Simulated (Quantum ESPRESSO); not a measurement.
# Collinear magnetic orders of MnGa4 with Quantum ESPRESSO

Aim: find out which collinear order of MnGa4 costs least.

Calculated with Quantum ESPRESSO 7.5; PBEsol; plane waves with GBRV 1.5 PBEsol potentials, no spin-orbit coupling.

**What experiment says.**

“Antiferromagnetic ground state in the MnGa4 intermetallic compound” (2018, arxiv:1802.03256) reports for MnGa4, cubic PtHg4 type, by neutron powder diffraction (annealed stoichiometric polycrystalline sample, 1.5 K): moment (ordered moment per Mn) 0.8 ± 0.03 μB.

Most raw output is cut from this account.

### 1. The starting structure

It takes space group Im-3m (No. 229, cubic). The conventional cell has a = 5.544 Å, b = 5.544 Å, c = 5.544 Å, α = 90.00°, β = 90.00°, γ = 90.00°. Nearest to Mn lie 8 Ga at 2.40 Å. Ga has 2 Mn at 2.40 Å nearest. Farther neighbours are not listed.

The cell comes from Materials Project 2023-11-01, a database of computed structures, and need not be the stable phase.

### 2. Run 1, typed as ferro +

The signs are those of the starting moments on the seeded atoms, the atoms that are given a moment.

File pw.in:

```
&CONTROL
  calculation = 'scf'
  prefix = 'pwscf'
  outdir = './tmp'
  pseudo_dir = './pseudo'
  disk_io = 'nowf'
/
&SYSTEM
  ibrav = 0
  celldm(1) = 8
  nat = 5
  ntyp = 2
  ecutwfc = 40
  ecutrho = 280
  nbnd = 59
  occupations = 'smearing'
  smearing = 'fd'
  degauss = 0.0110248
  nspin = 2
  starting_magnetization(1) = 0.2333
  starting_magnetization(2) = 0
/
&ELECTRONS
  conv_thr = 1d-08
  electron_maxstep = 150
  mixing_beta = 0.3
/
ATOMIC_SPECIES
Mn     54.9380 mn_pbesol_v1.5.uspp.F.UPF
Ga     69.7230 ga_pbesol_v1.4.uspp.F.UPF
CELL_PARAMETERS alat
  -0.6547580689629    0.6547580689629    0.6547580689629
   0.6547580689629   -0.6547580689629    0.6547580689629
   0.6547580689629    0.6547580689629   -0.6547580689629
ATOMIC_POSITIONS crystal
Mn      0.0000000000    0.0000000000    0.0000000000
Ga      0.0000000000    0.0000000000    0.5000000000
Ga      0.0000000000    0.5000000000    0.0000000000
Ga      0.5000000000    0.0000000000    0.0000000000
Ga      0.5000000000    0.5000000000    0.5000000000
K_POINTS automatic
10 10 10 0 0 0
```

On the command line:

```sh
$ OMP_NUM_THREADS=1 mpirun -n 4 pw.x -nk 4 -in pw.in > pw.out
```

The job ended after 8.6 min (4 MPI ranks of Intel Xeon at 2.50GHz (Skylake/Cascade Lake), shared host; peak memory 0.68 GiB; 30 min of CPU time).

Spin moment in the atom's sphere by atom:

| atom | spin moment in the atom's sphere (μB) |
| --- | --- |
| Mn1 | 0.177 |
| Ga2 | -0.003 |
| Ga3 | -0.003 |
| Ga4 | -0.003 |
| Ga5 | -0.003 |

Numbers from this step:

```
smearing term TS       : 0.1971 eV
magnetization          : 0.168 μB
absolute magnetization : 0.222 μB
final state            : ferromagnetic
```

### 3. Run 2 (antiferro q=(1/2,1/2,1/2) +−)

This order needs a doubled cell of 10 atoms. The wavevector q is in fractions of the reciprocal vectors of the crystal's primitive cell, as the cells of these inputs are built from it; moments change sign between cells as cos(2π q·R).

File pw.in:

```
&CONTROL
  calculation = 'scf'
  prefix = 'pwscf'
  outdir = './tmp'
  pseudo_dir = './pseudo'
  disk_io = 'nowf'
/
&SYSTEM
  ibrav = 0
  celldm(1) = 8
  nat = 10
  ntyp = 3
  ecutwfc = 40
  ecutrho = 280
  nbnd = 110
  occupations = 'smearing'
  smearing = 'fd'
  degauss = 0.0110248
  nspin = 2
  starting_magnetization(1) = 0.2333
  starting_magnetization(2) = -0.2333
  starting_magnetization(3) = 0
/
&ELECTRONS
  conv_thr = 2d-08
  electron_maxstep = 150
  mixing_beta = 0.3
/
ATOMIC_SPECIES
Mn1    54.9380 mn_pbesol_v1.5.uspp.F.UPF
Mn2    54.9380 mn_pbesol_v1.5.uspp.F.UPF
Ga     69.7230 ga_pbesol_v1.4.uspp.F.UPF
CELL_PARAMETERS alat
  -1.3095161379257    1.3095161379257    1.3095161379257
   0.0000000000000    0.0000000000000    1.3095161379257
   0.0000000000000    1.3095161379257    0.0000000000000
ATOMIC_POSITIONS crystal
Mn1     0.0000000000    0.0000000000    0.0000000000
Mn2     0.5000000000    0.0000000000    0.0000000000
Ga      0.7500000000    0.0000000000    0.5000000000
Ga      0.2500000000    0.0000000000    0.5000000000
Ga      0.7500000000    0.5000000000    0.0000000000
Ga      0.2500000000    0.5000000000    0.0000000000
Ga      0.2500000000    0.0000000000    0.0000000000
Ga      0.7500000000    0.0000000000    0.0000000000
Ga      0.7500000000    0.5000000000    0.5000000000
Ga      0.2500000000    0.5000000000    0.5000000000
K_POINTS automatic
5 10 10 0 0 0
```

The job ended after 20 min (4 MPI ranks; peak memory 1.4 GiB).

Spin moment in the atom's sphere by atom:

| atom | spin moment in the atom's sphere (μB) |
| --- | --- |
| Mn1 | 0.888 |
| Mn2 | -0.888 |
| Ga3 | 0.000 |
| Ga4 | 0.000 |
| Ga5 | 0.000 |
| Ga6 | 0.000 |
| Ga7 | 0.000 |
| Ga8 | 0.000 |
| Ga9 | 0.000 |
| Ga10 | 0.000 |

This step gave:

```yaml
smearing_term_ts: 0.3033 eV
magnetization: 0 μB
absolute_magnetization: 2.266 μB
final_state: antiferromagnetic
```

### 4. Energies of the orders

An order is kept where moments of 0.15 μB or more survive with the typed signs; meshes match where a doubled cell samples the same k points as the first cell.

Orders:

| start | final state | typed order kept | energy over the lowest (meV a seeded atom) | largest site moment (μB) | net moment (μB a cell of the first run) | mesh matched | CPU time (s) |
| --- | --- | --- | --- | --- | --- | --- | --- |
| ferro + | ferromagnetic | yes | 13.45 | 0.1771 | 0.1676 | yes | 1803 |
| antiferro q=(1/2,1/2,1/2) +- | antiferromagnetic | yes | 0 | 0.8882 | 0 | yes | 4472 |

### 5. Results

```json
{"lowest state found": "antiferromagnetic (from antiferro q=(1/2,1/2,1/2) +-)", "largest site moment": "0.888 μB", "next state with moments": "ferromagnetic, 13.4 meV a seeded atom higher"}
```

In words: The smearing terms TS of the orders run from 152 to 197 meV a seeded atom, so the differences would change at a smaller width: an order with a larger TS is lowered more by the smearing. This is the lowest of 2 collinear or spinless starts, no proof of the ground state. A computed site moment is spin alone and hangs on the region that is counted: the program's spheres do not touch and miss the tail of the moment. Measured moments hold any orbital part as well, and belong to the order of the sample, which need not be the order of this run. Energies are free energies at an electronic temperature of 1740 K, which lowers moments and differences where the moments are itinerant.

Calculation against experiment:

| quantity | measured | in the sphere |
| --- | --- | --- |
| moment (Mn) (μB) | 0.8 | 0.89 (+11.0 %) |

Measured values from arxiv:1802.03256 (2018).

Verdict: The moment is off by +11.0 %. No cell relaxation is part of this session.

[Logs and program files are shortened in this print: banners, set-up blocks, solver, clock and traceback lines can be left out without a mark of their own.]

[Logs are printed without paths, hosts, clocks, repeated set-up lines and the standing remarks that a program may print on its own settings, such as how far it seeks lower states.]

[Hosts, paths, dates, database ids (printed as entryN), source tags and the programs' standing remarks are cut or masked in the printed files.]

[Where a cell is said to come from a database of computed structures, the database is the Materials Project.]
